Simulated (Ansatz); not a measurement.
## The perfect Fe wire along [111], 4 atoms a period

Aim: is the Fe wire along [111], 4 atoms a period a metal or a semiconductor?

Calculated with Ansatz 0.2.0; DFT PBE, plane waves, PAW; relaxation of a wire's period; PAW set soft_1, in the first sound run; inputs show where later runs differ.

### 1. The starting structure

The cell holds 4 atoms: 4 Fe. Its edges and angles: a = 8.801 Å, b = 10.266 Å, c = 2.451 Å, α = 90.0°, β = 90.0°, γ = 90.0°. Vacuum lies along a and b. The structure's axis is c.

### 2. Relaxing the period

Band widths follow the bond lengths, so the wire is relaxed first. The atoms and the third cell vector are free; the box across stays fixed as vacuum. Moments are seeded so that a magnetic state can form if it lies lower. A Fermi-Dirac smearing is set since the result may be a metal. The pressure printed is a third of the stress's trace over the whole box, vacuum included; only the stress along the axis is relaxed.

input.yaml reads:

```yaml
crystal:
  lattice:
    - [8.801, 0.0, 0.0]
    - [0.0, 10.266, 0.0]
    - [0.0, 0.0, 2.4508518927]
  atoms:
    - { symbol: Fe, position: [0.386319736, 0.443731021, 0.0], spin: 2.4 }
    - { symbol: Fe, position: [0.386319736, 0.668812389, 0.333333333], spin: 2.4 }
    - { symbol: Fe, position: [0.613693011, 0.331190337, 0.333333333], spin: 2.4 }
    - { symbol: Fe, position: [0.613693011, 0.556271705, 0.666666667], spin: 2.4 }
magnetization:
  spin_polarized: true
kpoints:
  mp_grid: { grid: [1, 1, 33] }
scf:
  occupations: { method: fermi_dirac, width: 0.05 }
hamiltonian:
  xc: pbe
  pseudopotentials: { kind: paw, azcp: { folder: soft_1 } }
relax:
  cell: { fix: [a, b, alpha, beta, gamma] }
  max_steps: 45
  f_tol: 0.03
```

Launch:

```console
$ ansatz run input.yaml --threads 4 --pin off --max-ram 16384MiB --backend cpu --events-out ev --progress --plain --runs-dir out
```

Numbers of over 12 decimals in the logs are rounded to 6 here.

The log of the run:

```text
Engine: ansatz 0.2.0, aarch64-unknown-linux-gnu
Pseudopotentials: kind: paw
Pseudopotential: Fe, paw, valence charge 16, recommended cutoff 420 eV (normal), soft_1/Fe.paw.azcp
Functional definition: PBE
  parameter kappa = 0.804
  parameter beta = 0.066725
  exchange = pbe_x(kappa = kappa, mu = beta*pi^2/3)
  correlation = pbe_c(beta = beta)
Crystal: 4 atoms, lattice volume = 221.437 Å³
Basis set: ecut = 420 eV, 4287 PW (Γ), exchange–correlation on 120×144×36 points (8 copies of the dense FFT grid, shifted against one another)
Bands: 45, of which v1, the nominal top of the filled ones, is band 32 counted from 1 (31 counted from 0)
Symmetry: 2 space group operations
Space group: P-1 (ITA 2), of the structure as read, at distance tolerance 6.0e-5 Å
Magnetic group: BNS 2.4 (UNI 4), of the structure as read, at distance tolerance 6.0e-5 Å
k-points: 17 of 33
Non-local potential: Fe, projectors of the file, l = 0: 3, l = 1: 2, l = 2: 3, l = 3: 1
PAW form: soft (Blöchl's): semilocal exchange-correlation on the pseudo side does not see the compensation charge
PAW one-centre angular grid: Fe, 590 points (default); XC on 64 Gauss nodes
Initial density: superposition of atomic densities (neutral atoms: chi_scale 0, normalization atom)
Starting moments: Σ|m| = 9.6 μB on 4 of 4 sites
Initial wavefunctions: pseudopotential atomic-orbital guess
Functional: x = pbe(κ = 0.804, μ = 0.219515), c = pbe(β = 0.066725)
SCF iter   1: F=—  HF=-17913.024278 eV  |F-HF|=—  |Δ(HF+E_count)|=         —  Δρ=3.10e-2 (↑3.05e-2 ↓3.10e-2)  dr2=1.02e1  dr2_m=1.47e0  M=10.724 μB ∫|m|=10.789 μB  β_m=0.30  ethr=3.10e-3  ⟨swp⟩=9.2  Hψ=7073  notcnv=0  defer=13
Mixer restart at iter 1: flushing history
preconditioner: auto → LDOS  [metal: Δε(μ)=0.003 eV  Ē_g=4.893 eV  σ=0.050 eV  W_gap=0.02  n_scr=32 (ndim 8)  ℏωp=14.1 eV  f_vac=0.589  D(μ)=6.73/eV (n_scr^D=40)]
spin=Collinear: LDOS preconditioning applied to the charge; magnetization (m = ρ↑ − ρ↓) channel mixes plain (no charge-response kernel on spin).
SCF iter   2: F=—  HF=-17912.839469 eV  |F-HF|=—  |Δ(HF+E_count)|=   1.85e-1  Δρ=2.67e-2 (↑2.67e-2 ↓2.14e-2)  dr2=2.23e0  dr2_m=1.02e0  M=11.051 μB ∫|m|=11.148 μB  β_m=0.46  ethr=3.10e-3  ⟨swp⟩=2.9  Hψ=2779  notcnv=0  defer=83
SCF iter   3: F=—  HF=-17914.915360 eV  |F-HF|=—  |Δ(HF+E_count)|=    2.08e0  Δρ=1.48e-2 (↑9.50e-3 ↓1.48e-2)  dr2=9.63e-2  dr2_m=2.79e-1  M=11.585 μB ∫|m|=11.756 μB  β_m=0.55  ethr=3.10e-3  ⟨swp⟩=2.7  Hψ=2707  notcnv=0  defer=86
SCF iter   4: F=—  HF=-17915.445984 eV  |F-HF|=—  |Δ(HF+E_count)|=         —  Δρ=1.27e-2 (↑1.27e-2 ↓7.16e-3)  dr2=7.01e-2  dr2_m=1.93e-1  M=12.054 μB ∫|m|=12.308 μB  β_m=0.55  ethr=1.50e-4  ⟨swp⟩=3.1  Hψ=2983  notcnv=0  defer=89
SCF iter   5: F=—  HF=-17915.502131 eV  |F-HF|=—  |Δ(HF+E_count)|=   5.61e-2  Δρ=2.13e-3 (↑2.13e-3 ↓1.87e-3)  dr2=9.38e-3  dr2_m=6.02e-3  M=12.088 μB ∫|m|=12.403 μB  β_m=0.63  ethr=1.10e-4  ⟨swp⟩=3.1  Hψ=2886  notcnv=0  defer=87
SCF iter   6: F=—  HF=-17915.505671 eV  |F-HF|=—  |Δ(HF+E_count)|=   3.54e-3  Δρ=1.05e-3 (↑4.86e-4 ↓1.05e-3)  dr2=4.26e-3  dr2_m=6.49e-4  M=12.117 μB ∫|m|=12.449 μB  β_m=0.69  ethr=1.46e-5  ⟨swp⟩=2.2  Hψ=2568  notcnv=0  defer=84
SCF iter   7: F=—  HF=-17915.507789 eV  |F-HF|=—  |Δ(HF+E_count)|=   2.12e-3  Δρ=5.37e-4 (↑4.28e-4 ↓5.37e-4)  dr2=4.58e-4  dr2_m=4.07e-4  M=12.130 μB ∫|m|=12.469 μB  β_m=0.84  ethr=6.66e-6  ⟨swp⟩=2.0  Hψ=2409  notcnv=0  defer=84
SCF iter   8: F=—  HF=-17915.508316 eV  |F-HF|=—  |Δ(HF+E_count)|=   5.26e-4  Δρ=2.83e-4 (↑2.83e-4 ↓2.07e-4)  dr2=3.76e-4  dr2_m=1.47e-5  M=12.142 μB ∫|m|=12.489 μB  β_m=0.73  ethr=7.16e-7  ⟨swp⟩=2.9  Hψ=3379  notcnv=0  defer=84
SCF iter   9: F=—  HF=-17915.508276 eV  |F-HF|=—  |Δ(HF+E_count)|=   3.93e-5  Δρ=1.24e-4 (↑1.24e-4 ↓6.58e-5)  dr2=2.56e-5  dr2_m=1.12e-5  M=12.145 μB ∫|m|=12.493 μB  β_m=0.80  ethr=5.88e-7  ⟨swp⟩=2.2  Hψ=2271  notcnv=0  defer=84
SCF iter  10: F=—  HF=-17915.508279 eV  |F-HF|=—  |Δ(HF+E_count)|=   3.04e-6  Δρ=4.08e-5 (↑2.74e-5 ↓4.08e-5)  dr2=7.88e-6  dr2_m=2.54e-7  M=12.146 μB ∫|m|=12.494 μB  β_m=0.76  ethr=4.01e-8  ⟨swp⟩=2.4  Hψ=2992  notcnv=0  defer=84
SCF iter  11: F=—  HF=-17915.508280 eV  |F-HF|=—  |Δ(HF+E_count)|=   4.96e-7  Δρ=1.24e-5 (↑4.62e-6 ↓1.24e-5)  dr2=4.40e-7  dr2_m=6.80e-8  M=12.146 μB ∫|m|=12.494 μB  β_m=0.88  ethr=1.23e-8  ⟨swp⟩=2.0  Hψ=2032  notcnv=0  defer=84
SCF iter  12: F=—  HF=-17915.508280 eV  |F-HF|=—  |Δ(HF+E_count)|=   3.13e-7  Δρ=4.16e-6 (↑3.05e-6 ↓4.16e-6)  dr2=9.04e-8  dr2_m=1.31e-8  M=12.146 μB ∫|m|=12.494 μB  β_m=0.84  ethr=6.87e-10  ⟨swp⟩=3.1  Hψ=2939  notcnv=0  defer=84
SCF iter  13: F=-17915.508280 eV  HF=-17915.508280 eV  |F-HF|=5.80e-8  |Δ(HF+E_count)|=   1.68e-8  Δρ=2.96e-6 (↑2.86e-6 ↓2.96e-6)  dr2=6.32e-8  dr2_m=1.40e-9  M=12.146 μB ∫|m|=12.494 μB  ethr=1.41e-10  ⟨swp⟩=2.6  Hψ=5467  notcnv=0
SCF 1 converged in 13 iterations: F = -17915.508280 eV  dr2 = 6.32e-8
  greatest PAW one-centre occupation: 1.002 electrons in one spin orbital (limit 2), on the Fe atom at site 2 (counted from 0), in its partial waves of l = 1
relax step   1: F+E_penalty+E_count = -17915.50828021 eV  Δ(F+E_penalty+E_count) = +0.000e0 eV  max|allowed force component| = 7.670e-1 eV/Å  Δτ_max = 0.0000 Å  P = -1.769 GPa  Ω = 221.437 Å³  fix = [a, b, alpha, beta, gamma]  reactions: a -1.449, b -2.189 GPa; alpha -0.170, beta -0.284, gamma -0.609 GPa/rad  (13 SCF iters, dr2 threshold 1.00e-7 eV, accepted)
Crystal: 4 atoms, lattice volume = 219.876 Å³
Basis set: ecut = 420 eV, 4247 PW (Γ), exchange–correlation on 120×144×36 points (8 copies of the dense FFT grid, shifted against one another)
Initial density: handed on by an earlier stage of this run
Starting moments: Σ|m| = 9.6 μB on 4 of 4 sites; this step starts from the density that it was given
Initial wavefunctions: those handed on with the density
iter 1 solved again at ethr=2.17e-4 eV; its pass at ethr=3.10e-3 eV (dr2=1.39e-1 eV) is discarded
SCF iter   1: F=—  HF=-17915.597650 eV  |F-HF|=—  |Δ(HF+E_count)|=         —  Δρ=8.54e-3 (↑6.22e-3 ↓8.54e-3)  dr2=1.42e-1  dr2_m=8.87e-2  M=11.982 μB ∫|m|=12.294 μB  β_m=0.30  ethr=2.17e-4  ⟨swp⟩=2.1  Hψ=7011  notcnv=0
preconditioner: auto → LDOS  [metal: Δε(μ)=0.020 eV  Ē_g=5.001 eV  σ=0.050 eV  W_gap=0.10  n_scr=32 (ndim 8)  ℏωp=14.2 eV  f_vac=0.628  D(μ)=4.51/eV (n_scr^D=26)]
spin=Collinear: LDOS preconditioning applied to the charge; magnetization (m = ρ↑ − ρ↓) channel mixes plain (no charge-response kernel on spin).
[...]
relax step  10: F+E_penalty+E_count = -17915.67945408 eV  Δ(F+E_penalty+E_count) = -3.076e-4 eV  max|allowed force component| = 2.581e-2 eV/Å  Δτ_max = 0.0165 Å  P = -0.009 GPa  Ω = 219.458 Å³  energy of the carried Pulay correction = +4.966e-4 eV  fix = [a, b, alpha, beta, gamma]  reactions: a +0.041, b -0.039 GPa; alpha +0.002, beta +0.013, gamma -0.006 GPa/rad  (7 SCF iters, dr2 threshold 1.36e-7 eV, accepted)
relax step  11: F+E_penalty+E_count = -17915.67963137 eV  Δ(F+E_penalty+E_count) = -1.773e-4 eV  max|allowed force component| = 5.912e-2 eV/Å  Δτ_max = 0.1115 Å  P = -0.091 GPa  Ω = 219.535 Å³  energy of the carried Pulay correction = +4.774e-4 eV  fix = [a, b, alpha, beta, gamma]  reactions: a -0.018, b -0.147 GPa; alpha +0.004, beta +0.022, gamma -0.018 GPa/rad  (15 SCF iters, accepted)
relax step  12: F+E_penalty+E_count = -17915.68014423 eV  Δ(F+E_penalty+E_count) = -5.129e-4 eV  max|allowed force component| = 2.052e-2 eV/Å  Δτ_max = 0.0076 Å  P = +0.056 GPa  Ω = 219.498 Å³  energy of the carried Pulay correction = +4.867e-4 eV  fix = [a, b, alpha, beta, gamma]  reactions: a +0.126, b +0.041 GPa; alpha +0.004, beta +0.014, gamma -0.000 GPa/rad  (8 SCF iters, dr2 threshold 2.18e-7 eV, accepted)
Initial wavefunctions: pseudopotential atomic-orbital guess (no wavefunctions were taken with the density)
iter 1 solved again at ethr=5.49e-6 eV; its pass at ethr=3.10e-3 eV (dr2=3.51e-3 eV) is discarded
SCF iter   1: F=—  HF=-17915.679520 eV  |F-HF|=—  |Δ(HF+E_count)|=         —  Δρ=1.78e-5 (↑1.18e-5 ↓1.78e-5)  dr2=1.26e-6  dr2_m=4.02e-8  M=11.920 μB ∫|m|=12.190 μB  β_m=0.65  ethr=5.49e-6  ⟨swp⟩=3.1  Hψ=10474  notcnv=0
eigensolver tolerance schedule: the retry pair's looser diagonalisation over-reported the residual by 2793.27 of it (diagonalisation noise at an unbounded share of the residual, at the tolerance the schedule requests for it); recorded, not acted on — ethr = c·dr2/N_el stays at c = 1.0e-1
preconditioner: auto → LDOS  [metal: Δε(μ)=0.012 eV  Ē_g=5.039 eV  σ=0.050 eV  W_gap=0.06  n_scr=16 (ndim 8)  ℏωp=14.2 eV  f_vac=0.634  D(μ)=4.51/eV (n_scr^D=26)]
spin=Collinear: LDOS preconditioning applied to the charge; magnetization (m = ρ↑ − ρ↓) channel mixes plain (no charge-response kernel on spin).
SCF iter   2: F=—  HF=-17915.679594 eV  |F-HF|=—  |Δ(HF+E_count)|=   7.43e-5  Δρ=6.06e-6 (↑6.06e-6 ↓5.51e-6)  dr2=3.92e-7  dr2_m=2.99e-9  M=11.920 μB ∫|m|=12.189 μB  β_m=0.61  ethr=1.96e-9  ⟨swp⟩=3.0  Hψ=3144  notcnv=0
SCF iter   3: F=—  HF=-17915.679594 eV  |F-HF|=—  |Δ(HF+E_count)|=   6.06e-8  Δρ=3.43e-6 (↑3.43e-6 ↓1.83e-6)  dr2=4.05e-8  dr2_m=8.00e-9  M=11.919 μB ∫|m|=12.189 μB  β_m=0.70  ethr=6.12e-10  ⟨swp⟩=2.0  Hψ=1924  notcnv=0
SCF iter   4: F=—  HF=-17915.679594 eV  |F-HF|=—  |Δ(HF+E_count)|=   2.48e-8  Δρ=1.62e-6 (↑1.10e-6 ↓1.62e-6)  dr2=3.23e-8  dr2_m=9.06e-10  M=11.919 μB ∫|m|=12.189 μB  β_m=0.63  ethr=6.32e-11  ⟨swp⟩=2.6  Hψ=2549  notcnv=0
SCF iter   5: F=—  HF=-17915.679594 eV  |F-HF|=—  |Δ(HF+E_count)|=  8.40e-10  Δρ=1.24e-6 (↑1.24e-6 ↓4.71e-7)  dr2=3.89e-9  dr2_m=6.79e-10  M=11.919 μB ∫|m|=12.189 μB  β_m=0.56  ethr=5.05e-11  ⟨swp⟩=2.1  Hψ=2183  notcnv=0
SCF iter   6: F=—  HF=-17915.679594 eV  |F-HF|=—  |Δ(HF+E_count)|=  5.28e-10  Δρ=2.80e-7 (↑2.49e-7 ↓2.80e-7)  dr2=2.77e-10  dr2_m=6.97e-11  M=11.919 μB ∫|m|=12.189 μB  β_m=0.65  ethr=6.07e-12  ⟨swp⟩=2.1  Hψ=2147  notcnv=0
SCF iter   7: F=—  HF=-17915.679594 eV  |F-HF|=—  |Δ(HF+E_count)|=  3.27e-10  Δρ=1.42e-7 (↑1.06e-7 ↓1.42e-7)  dr2=5.81e-11  dr2_m=1.78e-11  M=11.919 μB ∫|m|=12.189 μB  β_m=0.69  ethr=1.00e-12  ⟨swp⟩=2.2  Hψ=2108  notcnv=0
SCF iter   8: F=—  HF=-17915.679594 eV  |F-HF|=—  |Δ(HF+E_count)|=  9.09e-11  Δρ=1.33e-7 (↑4.57e-8 ↓1.33e-7)  dr2=4.21e-11  dr2_m=9.91e-12  M=11.919 μB ∫|m|=12.189 μB  β_m=0.83  ethr=1.00e-12  ⟨swp⟩=1.3  Hψ=1558  notcnv=0
SCF iter   9: F=—  HF=-17915.679594 eV  |F-HF|=—  |Δ(HF+E_count)|=  1.82e-11  Δρ=6.65e-8 (↑6.65e-8 ↓2.68e-8)  dr2=8.03e-12  dr2_m=2.42e-12  M=11.919 μB ∫|m|=12.189 μB  β_m=0.79  ethr=1.00e-12  ⟨swp⟩=4.6  Hψ=4467  notcnv=0
SCF iter  10: F=-17915.679594 eV  HF=-17915.679594 eV  |F-HF|=1.82e-11  |Δ(HF+E_count)|=    0.00e0  Δρ=2.70e-8 (↑1.32e-8 ↓2.70e-8)  dr2=3.48e-12  dr2_m=1.44e-13  M=11.919 μB ∫|m|=12.189 μB  ethr=1.00e-12  ⟨swp⟩=3.0  Hψ=4769  notcnv=0
SCF 13 converged in 10 iterations: F = -17915.679594 eV  dr2 = 3.48e-12
relax step  13: F+E_penalty+E_count = -17915.67959414 eV  Δ(F+E_penalty+E_count) = +5.501e-4 eV  max|allowed force component| = 2.065e-2 eV/Å  Δτ_max = 0.0000 Å  P = +0.060 GPa  Ω = 219.498 Å³  fix = [a, b, alpha, beta, gamma]  reactions: a +0.129, b +0.044 GPa; alpha +0.003, beta +0.013, gamma -0.000 GPa/rad  stress off target by 7.81e-3 GPa on what of the cell is left free  SCF on the basis re-selected at this cell (its energy is not comparable with the rows above)  (10 SCF iters)
basis re-selected at this cell: Δ(F+E_penalty+E_count) = +5.501e-4 eV, ΔP = +0.004 GPa vs the last step (what re-selecting the basis moved, of the pressure what is left beyond the Pulay correction that the steps carried, after the strain that the cell walked since its last selection, with what the two solves' SCF thresholds leave and, on support functions, any second-order correction that the steps lacked; it is no m [...]
SCF converged after 10 iterations
Magnetization: 11.9193 μB (37.9596 up, 26.0404 down)
Absolute magnetization: 12.1904 μB (∫|ρ↑−ρ↓|, with the PAW one-centre terms)
Spin contamination: 0.1410 ħ² per cell (⟨S²⟩ above its minimum at these occupations)
Per-site moments (μB) at R_I (Å): [(2.722394, 0.978047), (2.770621, 0.978047), (2.770621, 0.978047), (2.722394, 0.978047)]
Free energy (F): -17915.679594 eV
Harris-Foulkes:  -17915.679594 eV  (|F-HF|=1.82e-11)
Internal energy: -17915.641186 eV  (E = F + TS)
E sigma→0 (E₀):  -17915.660390 eV
Entropy (-TS):   -0.038408 eV (-9.602 meV/atom)
Fermi energy:    0.921783 eV
--- Per-component energies (eV) ---
  E_band       = -1975.789221
  E_kinetic    = 1316.060299
  E_local      = -31833.639310  (includes V_loc(G=0)·N_el)
  E_nonlocal   = 1179.345883
  E_hartree    = 14622.445850
  E_xc         = -433.012393
  E_vxc        = -555.309141  (∫ρ·V_xc dr)
  E_paw        = -5543.072261  (= ΣΔE_a)
  E_vpaw       = -1327.134692  (= ΣTr[D̂ρ^β])
  E_aug_tail   = -0.003863  (compensation charges beyond the density's cutoff)
  E_ewald      = 2776.234608
  E_smearing   = -0.038408  (= −TS)
  E_closure    = 0.000000  (closes the sum)
  Σ components = -17915.679594   (vs F -17915.679594, Δ=0.00e0)
--- Forces (eV/Å), atoms counted from 1 ---
  atom   1  Fe    -0.02064913    -0.00605109     0.00093609
  atom   2  Fe    -0.00011548     0.00846770     0.00026899
  atom   3  Fe     0.00011548    -0.00846770    -0.00026899
  atom   4  Fe     0.02064913     0.00605109    -0.00093609
  max |Σ_I F_I| component: 1.08e-19 eV/Å
--- Stress (GPa, compression-positive) ---
        0.128897       0.000266      -0.012862
        0.000266       0.044222      -0.003467
       -0.012862      -0.003467       0.007806
  P = ⅓ Tr σ = 0.0603 GPa (0.603 kbar)
--- Relaxed structure (12 steps of the walk, 12 accepted, 1 SCFs on fresh bases) ---
  F+E_penalty+E_count = -17915.67959414 eV   max|allowed force component| = 2.065e-2 eV/Å   (the final SCF, on the basis selected at the relaxed cell)
  cell:  # Å, volume = 219.4978 Å³
    - [8.801, 0, 0]
    - [0, 10.266, 0]
    - [0, 0, 2.429388]
  atoms:
    - { symbol: Fe, position: [0.374610, 0.466888, -0.042770] }
    - { symbol: Fe, position: [0.437859, 0.673096, 0.333848] }
    - { symbol: Fe, position: [0.562141, 0.326904, 0.332819] }
    - { symbol: Fe, position: [0.625390, 0.533112, 0.709437] }
```

Elapsed: 1.8 min, on 4 threads of Arm Neoverse V1, shared host; peak memory 0.71 GiB.

(Part 1 of 2 ends here.)

[Logs are printed without paths, hosts, clocks, repeated set-up lines and the standing remarks that a program may print on its own settings, such as how far it seeks lower states.]

[Hosts, paths, dates, database ids (printed as entryN), source tags and the programs' standing remarks are cut or masked in the printed files.]
